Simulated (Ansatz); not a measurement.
# YSb (model cell, started as wurtzite): relaxing the cell for a phonon run

Wanted: the relaxed cell of YSb (model cell, started as wurtzite).

Main program and level: Ansatz 0.2.0; DFT PBEsol, scalar-relativistic, plane waves, PAW.

The structure was built from a prototype and need not be the compound's stable phase.

**1. The structure**

Symmetry: P6_3mc, No. 186, hexagonal system. The conventional cell has a = 4.835 Å, b = 4.835 Å, c = 7.896 Å, α = 90.00°, β = 90.00°, γ = 120.00°. Nearest to Y lie 4 Sb at 2.96 Å. Nearest to Sb lie 4 Y at 2.96 Å. Farther neighbours are not listed.

**2. Probe on a coarse mesh**

First a cheap look: the gap decides the mesh and the occupations, the pressure tells how far the cell has to move.

The input, input.yaml:

```yaml
crystal:
  lattice:
    - [4.83529, 0.0, 0.0]
    - [-2.41765, 4.18749, 0.0]
    - [0.0, 0.0, 7.89603]
  atoms:
    - { symbol: "Y", position: [0.333333, 0.666667, 0.0] }
    - { symbol: "Y", position: [0.666667, 0.333333, 0.5] }
    - { symbol: Sb, position: [0.333333, 0.666667, 0.375] }
    - { symbol: Sb, position: [0.666667, 0.333333, 0.875] }
kpoints:
  mp_grid: { grid: [6, 6, 2] }
hamiltonian:
  xc: pbesol
scf:
  occupations: { method: gaussian, width: 0.1 }
output:
  forces: true
  stress: true
  eigenvalues: true
```

Started as:

```sh
ansatz run input.yaml --threads 4 --pin off --max-ram 7168MiB --backend cpu --events-out ev --progress --plain --runs-dir out
```

Numbers of over 12 decimals in the logs are rounded to 6 here.

Log:

```text
[...]
k-point 0: bands = [... 22 lower, 4.9101, 4.9168, 5.0983, 5.0983, 7.7959, 7.7959, 8.2875, 8.3718, ... 1 higher]
  k-point 1: bands = [... 22 lower, 4.9799, 4.9799, 4.9799, 4.9799, 8.2949, 8.2949, 8.2949, 8.2949, ... 1 higher]
  k-point 2: bands = [... 22 lower, 4.7700, 4.9752, 5.0051, 5.1755, 7.4557, 7.7686, 8.0297, 8.7071, ... 1 higher]
  k-point 13: bands = [... 22 lower, 4.4453, 4.4453, 5.4598, 5.4598, 7.5176, 7.5176, 8.2640, 8.2640, ... 1 higher]
[key lines of the parts left out:]
SCF converged after 7 iterations
Free energy (F): -20408.710182 eV
Fermi energy:    6.258133 eV
P = ⅓ Tr σ = 0.1202 GPa (1.202 kbar)
```

It took 1 s on 4 threads of Intel Xeon 6975P-C (Granite Rapids), shared host; peak memory 0.48 GiB; 3.1 s of CPU time.

A gap read on the k-mesh alone can miss the band edges.

This step gave:

| Quantity | Value |
| --- | --- |
| pressure | 0.1202 GPa |
| gap on the k-mesh | 1.599 eV |
| volume per atom | 39.97 Å³ |
| direct gap on mesh | 1.698 eV |

The coarse mesh shows a gap of 1.60 eV and a pressure of 0.1 GPa.

**3. Relaxation, k-mesh 6×6×4, smearing width 0.02 eV**

Harmonic phonons are second derivatives at a point where the forces vanish, and they are wanted at zero stress, so atoms and cell are relaxed first.

input.yaml, the sections that differ from step 2:

```yaml
kpoints:
  mp_grid: { grid: [6, 6, 4] }
scf:
  occupations: { method: gaussian, width: 0.02 }
relax:
  adjacent_minimum: "off"
  f_tol: 0.005
  max_steps: 80
  cell: { stress_tol: 0.05 }
# crystal, hamiltonian, output: as in step 2
```

Log:

```text
[...]
Crystal: 4 atoms, lattice volume = 159.877 Å³
Basis set: ecut = 420 eV, 3039 PW (Γ), exchange–correlation on 72×72×108 points (8 copies of the dense FFT grid, shifted against one another)
Bands: 32, of which v1, the nominal top of the filled ones, is band 26 counted from 1 (25 counted from 0)
Symmetry: 12 space group operations
[...]
k-points: 21 of 144 (time reversal used)
[...]
SCF iter   1: F=—  HF=-20408.705443 eV  |F-HF|=—  |Δ(HF+E_count)|=         —  Δρ=2.95e-3  dr2=1.30e-2  ethr=1.77e-3  ⟨swp⟩=7.1  Hψ=2781  notcnv=0
[...]
SCF iter   7: F=-20408.705872 eV  HF=-20408.705872 eV  |F-HF|=1.48e-8  |Δ(HF+E_count)|=   2.94e-7  Δρ=2.21e-6  dr2=1.59e-8  ethr=1.92e-10  ⟨swp⟩=9.9  Hψ=2624  notcnv=0
SCF 1 converged in 7 iterations: F = -20408.705872 eV  dr2 = 1.59e-8
[...]
relax step   1: F+E_penalty+E_count = -20408.70587233 eV  Δ(F+E_penalty+E_count) = +0.000e0 eV  max|allowed force component| = 1.298e-1 eV/Å  Δτ_max = 0.0000 Å  P = +0.131 GPa  Ω = 159.877 Å³  (7 SCF iters, dr2 threshold 1.00e-7 eV, accepted)
Crystal: 4 atoms, lattice volume = 160.641 Å³
Basis set: ecut = 420 eV, 3127 PW (Γ), exchange–correlation on 72×72×108 points (8 copies of the dense FFT grid, shifted against one another)
[...]
iter 1 solved again at ethr=2.39e-5 eV; its pass at ethr=3.10e-3 eV (dr2=1.24e-2 eV) is discarded
[...]
SCF iter   6: F=-20408.773948 eV  HF=-20408.773947 eV  |F-HF|=1.96e-7  |Δ(HF+E_count)|=   1.37e-6  Δρ=7.49e-6  dr2=1.61e-7  ethr=7.69e-10  ⟨swp⟩=7.0  Hψ=2856  notcnv=0
SCF 2 converged in 6 iterations: F = -20408.773948 eV  dr2 = 1.61e-7
relax step   2: F+E_penalty+E_count = -20408.77394762 eV  Δ(F+E_penalty+E_count) = -6.808e-2 eV  max|allowed force component| = 7.836e-2 eV/Å  Δτ_max = 0.0541 Å  P = -0.302 GPa  Ω = 160.641 Å³  energy of the carried Pulay correction = -5.812e-5 eV  (6 SCF iters, dr2 threshold 4.00e-7 eV, accepted)
Crystal: 4 atoms, lattice volume = 157.489 Å³
Basis set: ecut = 420 eV, 3079 PW (Γ), exchange–correlation on 72×72×108 points (8 copies of the dense FFT grid, shifted against one another)
[...]
SCF iter   6: F=-20408.903255 eV  HF=-20408.903255 eV  |F-HF|=1.48e-7  |Δ(HF+E_count)|=   1.10e-6  Δρ=9.32e-6  dr2=1.91e-7  ethr=7.69e-10  ⟨swp⟩=7.1  Hψ=2880  notcnv=0
SCF 3 converged in 6 iterations: F = -20408.903255 eV  dr2 = 1.91e-7
relax step   3: F+E_penalty+E_count = -20408.90325516 eV  Δ(F+E_penalty+E_count) = -1.293e-1 eV  max|allowed force component| = 2.472e-1 eV/Å  Δτ_max = 0.0624 Å  P = -0.180 GPa  Ω = 157.489 Å³  energy of the carried Pulay correction = +1.834e-4 eV  (6 SCF iters, dr2 threshold 4.00e-7 eV, accepted)
[... from here on, the SCF cycles and remarks between the steps are left out ...]
relax step   4: F+E_penalty+E_count = -20409.14815408 eV  Δ(F+E_penalty+E_count) = -2.449e-1 eV  max|allowed force component| = 4.049e-1 eV/Å  Δτ_max = 0.0884 Å  P = -0.477 GPa  Ω = 153.676 Å³  energy of the carried Pulay correction = +4.819e-4 eV  (6 SCF iters, dr2 threshold 4.00e-7 eV, accepted)
relax step   5: F+E_penalty+E_count = -20409.52917489 eV  Δ(F+E_penalty+E_count) = -3.810e-1 eV  max|allowed force component| = 4.626e-1 eV/Å  Δτ_max = 0.1104 Å  P = -0.754 GPa  Ω = 148.605 Å³  energy of the carried Pulay correction = +8.906e-4 eV  (7 SCF iters, dr2 threshold 4.00e-7 eV, accepted)
relax step   6: F+E_penalty+E_count = -20409.90405966 eV  Δ(F+E_penalty+E_count) = -3.749e-1 eV  max|allowed force component| = 3.395e-1 eV/Å  Δτ_max = 0.1141 Å  P = -0.017 GPa  Ω = 142.532 Å³  energy of the carried Pulay correction = +1.398e-3 eV  (7 SCF iters, dr2 threshold 4.00e-7 eV, accepted)
relax step   7: F+E_penalty+E_count = -20409.49986884 eV  Δ(F+E_penalty+E_count) = +4.042e-1 eV  max|allowed force component| = 1.905e0 eV/Å  Δτ_max = 0.1950 Å  P = +2.270 GPa  Ω = 141.441 Å³  energy of the carried Pulay correction = +1.491e-3 eV  (7 SCF iters, dr2 threshold 4.00e-7 eV, rejected (line search))
relax step   8: F+E_penalty+E_count = -20409.95043516 eV  Δ(F+E_penalty+E_count) = -4.638e-2 eV  max|allowed force component| = 1.782e-1 eV/Å  Δτ_max = 0.0319 Å  P = -0.732 GPa  Ω = 144.533 Å³  energy of the carried Pulay correction = +1.228e-3 eV  (11 SCF iters, accepted)
relax step   9: F+E_penalty+E_count = -20409.96576639 eV  Δ(F+E_penalty+E_count) = -1.533e-2 eV  max|allowed force component| = 5.239e-3 eV/Å  Δτ_max = 0.0314 Å  P = +0.549 GPa  Ω = 141.071 Å³  energy of the carried Pulay correction = +1.523e-3 eV  (6 SCF iters, dr2 threshold 4.00e-7 eV, accepted)
relax step  10: F+E_penalty+E_count = -20409.96942333 eV  Δ(F+E_penalty+E_count) = -3.657e-3 eV  max|allowed force component| = 3.184e-3 eV/Å  Δτ_max = 0.0002 Å  P = +0.009 GPa  Ω = 142.465 Å³  energy of the carried Pulay correction = +1.404e-3 eV  (4 SCF iters, dr2 threshold 4.00e-7 eV, accepted)
Basis set: ecut = 420 eV, 2763 PW (Γ), exchange–correlation on 72×72×90 points (8 copies of the dense FFT grid, shifted against one another)
[...]
SCF iter   6: F=-20409.969429 eV  HF=-20409.969429 eV  |F-HF|=3.64e-12  |Δ(HF+E_count)|=  2.18e-11  Δρ=1.87e-8  dr2=3.79e-13  ethr=1.00e-12  ⟨swp⟩=5.0  Hψ=2165  notcnv=0
SCF 11 converged in 6 iterations: F = -20409.969429 eV  dr2 = 3.79e-13
relax step  11: F+E_penalty+E_count = -20409.96942935 eV  Δ(F+E_penalty+E_count) = -6.026e-6 eV  max|allowed force component| = 3.181e-3 eV/Å  Δτ_max = 0.0000 Å  P = +0.015 GPa  Ω = 142.465 Å³  stress off target by 3.24e-2 GPa  SCF on the basis re-selected at this cell (its energy is not comparable with the rows above)  (6 SCF iters)
basis re-selected at this cell: Δ(F+E_penalty+E_count) = -6.026e-6 eV, ΔP = +0.006 GPa vs the last step (what re-selecting the basis moved, of the pressure what is left beyond the Pulay correction that the steps carried, after the strain that the cell walked since its last selection, with what the two solves' SCF thresholds leave and, on support functions, any second-order correction that the steps lacked; it is no measure of the basis error at this ecutwfc). The dense FFT grid was sized anew with the basis: this SCF ran on 36×36×45 points, the steps before it on 36×36×54, so part of this shift can come from that change (see relax.cell in the input reference). [rest of the remark cut]
SCF converged after 6 iterations
Free energy (F): -20409.969429 eV
[...]
Internal energy: -20409.969238 eV  (E = F + TS)
E sigma→0 (E₀):  -20409.969334 eV
Entropy (-TS):   -0.000191 eV (-0.048 meV/atom)
Fermi energy:    7.551305 eV
[...]
--- Forces (eV/Å), atoms counted from 1 ---
  atom   1  Y     -0.00000000    -0.00000000    -0.00318095
  atom   2  Y      0.00000000     0.00000000    -0.00318095
  atom   3  Sb    -0.00000000    -0.00000000     0.00318094
  atom   4  Sb     0.00000000     0.00000000     0.00318094
  max |Σ_I F_I| component: 1.68e-8 eV/Å
--- Stress (GPa, compression-positive) ---
        0.032360       0.000000      -0.000000
        0.000000       0.032360       0.000000
       -0.000000       0.000000      -0.018550
  P = ⅓ Tr σ = 0.0154 GPa (0.154 kbar)
--- Band table (eV; the first three rows and the last of 21) ---
  k-point 0: bands = [... 22 lower, 5.6198, 6.0604, 6.0604, 8.4053, 8.4806, 8.4806, 9.0866, 10.3166, ... 2 higher]
  k-point 1: bands = [... 22 lower, 5.5876, 5.8566, 5.8566, 6.6197, 9.0121, 9.0121, 9.4711, 10.5008, ... 2 higher]
  k-point 2: bands = [... 22 lower, 5.6224, 5.6224, 5.6224, 5.6224, 10.0458, 10.0458, 10.0458, 10.0458, ... 2 higher]
  k-point 20: bands = [... 22 lower, 5.6329, 5.6329, 6.3475, 6.3475, 8.7646, 8.7646, 10.3075, 10.3075, ... 2 higher]
--- Relaxed structure (10 steps of the walk, 9 accepted, 1 SCFs on fresh bases) ---
  F+E_penalty+E_count = -20409.96942935 eV   max|allowed force component| = 3.181e-3 eV/Å   (the final SCF, on the basis selected at the relaxed cell)
  cell:  # Å, volume = 142.4652 Å³
    - [5.214485, 3.1131347846593943e-6, 0]
    - [-2.607245, 4.515875, 0]
    - [0, 0, 6.050000]
  atoms:
    - { symbol: Y, position: [0.333333, 0.666667, -0.062430] }
    - { symbol: Y, position: [0.666667, 0.333333, 0.437570] }
    - { symbol: Sb, position: [0.333333, 0.666667, 0.437430] }
    - { symbol: Sb, position: [0.666667, 0.333333, 0.937430] }
```

The job ended after 17 s (4 threads; peak memory 0.56 GiB; 59 s of CPU time).

The steps of the relaxation:

```tsv
step	energy less that of the first step (eV)	largest force component (eV/Å)	pressure (GPa)	volume (Å³)
1	0.0000	0.1298	0.13	159.88
2	-0.0681	0.0784	-0.30	160.64
3	-0.1974	0.2472	-0.18	157.49
4	-0.4423	0.4049	-0.48	153.68
5	-0.8233	0.4626	-0.75	148.60
6	-1.1982	0.3395	-0.02	142.53
7	-0.7940	1.9052	2.27	141.44
8	-1.2446	0.1782	-0.73	144.53
9	-1.2599	0.0052	0.55	141.07
10	-1.2636	0.0032	0.01	142.47
11*	-1.2636	0.0032	0.02	142.47
```

Relaxation steps marked * repeat the geometry before them on a plane-wave basis chosen anew for their cell, so energy and pressure can jump there. Relaxation step 7 was tried and not accepted.

The run keeps the 12 symmetry operations that it works with, so distortions that break them were not tested.

```tsv
cell as run	before	after	change
a (Å)	4.835	5.214	+7.8 %
b (Å)	4.835	5.214	+7.8 %
c (Å)	7.896	6.050	-23.4 %
volume (Å³/atom)	39.97	35.62	-10.9 %
```

The atoms that moved most (Å, as changes of fractional coordinates times the final cell):

```tsv
atom	dx	dy	dz	length
Y2	0.000	0.000	-0.378	0.378
Sb3	0.000	0.000	0.378	0.378
Sb4	0.000	0.000	0.378	0.378
Y1	0.000	0.000	-0.378	0.378
```

Final coordinates:

```cif
data_structure
_symmetry_space_group_name_H-M 'P 1'
_symmetry_Int_Tables_number 1
_cell_length_a 5.2145
_cell_length_b 5.2145
_cell_length_c 6.0500
_cell_angle_alpha 90.000
_cell_angle_beta 90.000
_cell_angle_gamma 120.000
_cell_volume 142.47
loop_
_atom_site_label
_atom_site_type_symbol
_atom_site_fract_x
_atom_site_fract_y
_atom_site_fract_z
_atom_site_occupancy
Y1 Y 0.33333 0.66667 0.93757 1
Y2 Y 0.66667 0.33333 0.43757 1
Sb3 Sb 0.33333 0.66667 0.43743 1
Sb4 Sb 0.66667 0.33333 0.93743 1
```

This step gave:

```
pressure          : 0.01539 GPa
volume per atom   : 35.62 Å³
gap on the k-mesh : 0 eV
```

In this step the volume went from 39.97 to 35.62 Å³/atom.

**4. Bringing the structure to rest, k-mesh 9×9×6, smearing width 0.1 eV**

The relaxation is repeated from its end, on the mesh and smearing that suit the cell and gap now reached.

input.yaml, the sections that differ from step 3:

```yaml
crystal:
  lattice:
    - [5.2144845595, 3.1131e-06, 0.0]
    - [-2.6072449758, 4.5158745396, 0.0]
    - [0.0, 0.0, 6.050000476]
  atoms:
    - { symbol: "Y", position: [0.3333333333, 0.6666666667, -0.0624298849] }
    - { symbol: "Y", position: [0.6666666667, 0.3333333333, 0.4375701151] }
    - { symbol: Sb, position: [0.3333333333, 0.6666666667, 0.4374298849] }
    - { symbol: Sb, position: [0.6666666667, 0.3333333333, 0.9374298849] }
kpoints:
  mp_grid: { grid: [9, 9, 6] }
scf:
  occupations: { method: gaussian, width: 0.1 }
# hamiltonian, output, relax: as in step 3
```

Log:

```text
[...]
Crystal: 4 atoms, lattice volume = 142.465 Å³
Basis set: ecut = 420 eV, 2763 PW (Γ), exchange–correlation on 72×72×90 points (8 copies of the dense FFT grid, shifted against one another)
Bands: 32, of which v1, the nominal top of the filled ones, is band 26 counted from 1 (25 counted from 0)
[... 1 set-up line as in the run before ...]
[...]
k-points: 48 of 486 (time reversal used)
[...]
--- Relaxed structure (3 steps of the walk, 3 accepted, 1 SCFs on fresh bases) ---
[...]
cell:  # Å, volume = 142.3530 Å³
    - [5.215257, 3.1135765443257487e-6, 0]
    - [-2.607631, 4.516544, 0]
    - [0, 0.0, 6.043442]
  atoms:
    - { symbol: Y, position: [0.333333, 0.666667, -0.062498] }
    - { symbol: Y, position: [0.666667, 0.333333, 0.437502] }
    - { symbol: Sb, position: [0.333333, 0.666667, 0.437498] }
    - { symbol: Sb, position: [0.666667, 0.333333, 0.937498] }
[key lines of the parts left out:]
SCF converged after 7 iterations
Free energy (F): -20409.978731 eV
Fermi energy:    7.662556 eV
P = ⅓ Tr σ = -0.0004 GPa (-0.004 kbar)
```

Wall time 12 s (4 threads); peak memory 0.6 GiB.

Relaxation path:

```tsv
step	energy less that of the first step (eV)	largest force component (eV/Å)	pressure (GPa)	volume (Å³)
1	0.0000	0.0040	-0.05	142.47
2	-0.0001	0.0016	0.05	142.23
3	-0.0001	0.0001	0.00	142.35
4*	-0.0001	0.0001	0.00	142.35
```

Relaxation steps marked * repeat the geometry before them on a plane-wave basis chosen anew for their cell, so energy and pressure can jump there.

The run keeps the 12 symmetry operations that it works with, so distortions that break them were not tested.

```tsv
cell as run	before	after	change
a (Å)	5.214	5.215	+0.0 %
b (Å)	5.214	5.215	+0.0 %
c (Å)	6.050	6.043	-0.1 %
volume (Å³/atom)	35.62	35.59	-0.1 %
```

Final coordinates:

```cif
data_structure
_symmetry_space_group_name_H-M 'P 1'
_symmetry_Int_Tables_number 1
_cell_length_a 5.2153
_cell_length_b 5.2153
_cell_length_c 6.0434
_cell_angle_alpha 90.000
_cell_angle_beta 90.000
_cell_angle_gamma 120.000
_cell_volume 142.35
loop_
_atom_site_label
_atom_site_type_symbol
_atom_site_fract_x
_atom_site_fract_y
_atom_site_fract_z
_atom_site_occupancy
Y1 Y 0.33333 0.66667 0.93750 1
Y2 Y 0.66667 0.33333 0.43750 1
Sb3 Sb 0.33333 0.66667 0.43750 1
Sb4 Sb 0.66667 0.33333 0.93750 1
```

This step gave:

- pressure: -4.50e-4 GPa
- volume per atom: 35.59 Å³

In this step the volume went from 35.62 to 35.59 Å³/atom.

**5. Relaxing to small forces for the phonons**

Phonons need a cell at rest on their own settings, so the relaxation is repeated with tight tolerances on forces and stress on the k mesh and occupations of the first response run.

The input, input.yaml:

```yaml
crystal:
  lattice:
    - [5.215257325, 3.1136e-06, 0.0]
    - [-2.6076313589, 4.5165437739, 0.0]
    - [0.0, 0.0, 6.043442149]
  atoms:
    - { symbol: "Y", position: [0.3333333333, 0.6666666667, -0.0624980472] }
    - { symbol: "Y", position: [0.6666666667, 0.3333333333, 0.4375019528] }
    - { symbol: Sb, position: [0.3333333333, 0.6666666667, 0.4374980472] }
    - { symbol: Sb, position: [0.6666666667, 0.3333333333, 0.9374980472] }
kpoints:
  mp_grid: { grid: [10, 10, 6] }
hamiltonian:
  xc: pbesol
scf:
  occupations: { method: methfessel_paxton, width: 0.15 }
output:
  forces: true
  stress: true
  eigenvalues: true
relax:
  adjacent_minimum: "off"
  f_tol: 0.001
  max_steps: 60
  cell: { stress_tol: 0.01 }
```

Log:

```text
[...]
Crystal: 4 atoms, lattice volume = 142.353 Å³
Basis set: ecut = 420 eV, 2739 PW (Γ), exchange–correlation on 72×72×90 points (8 copies of the dense FFT grid, shifted against one another)
Bands: 32, of which v1, the nominal top of the filled ones, is band 26 counted from 1 (25 counted from 0)
Symmetry: 24 space group operations
[...]
--- Relaxed structure (3 steps of the walk, 3 accepted, 1 SCFs on fresh bases) ---
[...]
cell:  # Å, volume = 142.3783 Å³
    - [5.215433, 3.1136719622855052e-6, 0]
    - [-2.607719, 4.516696, 0]
    - [0, 0, 6.044111]
  atoms:
    - { symbol: Y, position: [0.333333, 0.666667, -0.062500] }
    - { symbol: Y, position: [0.666667, 0.333333, 0.437500] }
    - { symbol: Sb, position: [0.333333, 0.666667, 0.437500] }
    - { symbol: Sb, position: [0.666667, 0.333333, 0.937500] }
[key lines of the parts left out:]
SCF converged after 10 iterations
Free energy (F): -20409.978008 eV
Fermi energy:    7.652068 eV
P = ⅓ Tr σ = -0.0001 GPa (-0.001 kbar)
```

Run time: 9.7 s. Hardware: 4 threads; peak memory 0.64 GiB.

Little changed from the start: no atom moved by 0.005 Å and no cell edge by 0.1 %.

Numbers from this step:

```
pressure : -7.06e-5 GPa
```

The forces vanish by symmetry and the pressure is 0.000 GPa, within the tolerances set. The cell now holds 35.59 Å³/atom. Within 0.01 Å the structure now has space group P6_3/mmc, not the P6_3mc of the start.

**6. Results**

```yaml
space_group_after_relaxation_within_0p01_a: P6_3/mmc
lattice_constant_a: 5.215 Å
lattice_constant_b: 5.215 Å
lattice_constant_c: 6.044 Å
volume_per_atom: 35.6 Å³
```

**Reading.** The forces vanish by symmetry and the pressure is 0.000 GPa, within the tolerances set. The cell now holds 35.59 Å³/atom. Within 0.01 Å the structure now has space group P6_3/mmc, not the P6_3mc of the start. The relaxation keeps the symmetry of its start, so it says nothing on stability against lower symmetry. The relaxed cell left the space group of the starting entry, even within 0.1 Å, so it may not be the phase that the entry, or a measurement on it, describes. Spin-orbit coupling is left out, which can matter for the heavy elements here. The starting cell was built on a prototype and not taken from a measurement, so the phase need not exist.

[Logs are printed without paths, hosts, clocks, repeated set-up lines and the standing remarks that a program may print on its own settings, such as how far it seeks lower states.]

[Hosts, paths, dates, database ids (printed as entryN), source tags and the programs' standing remarks are cut or masked in the printed files.]
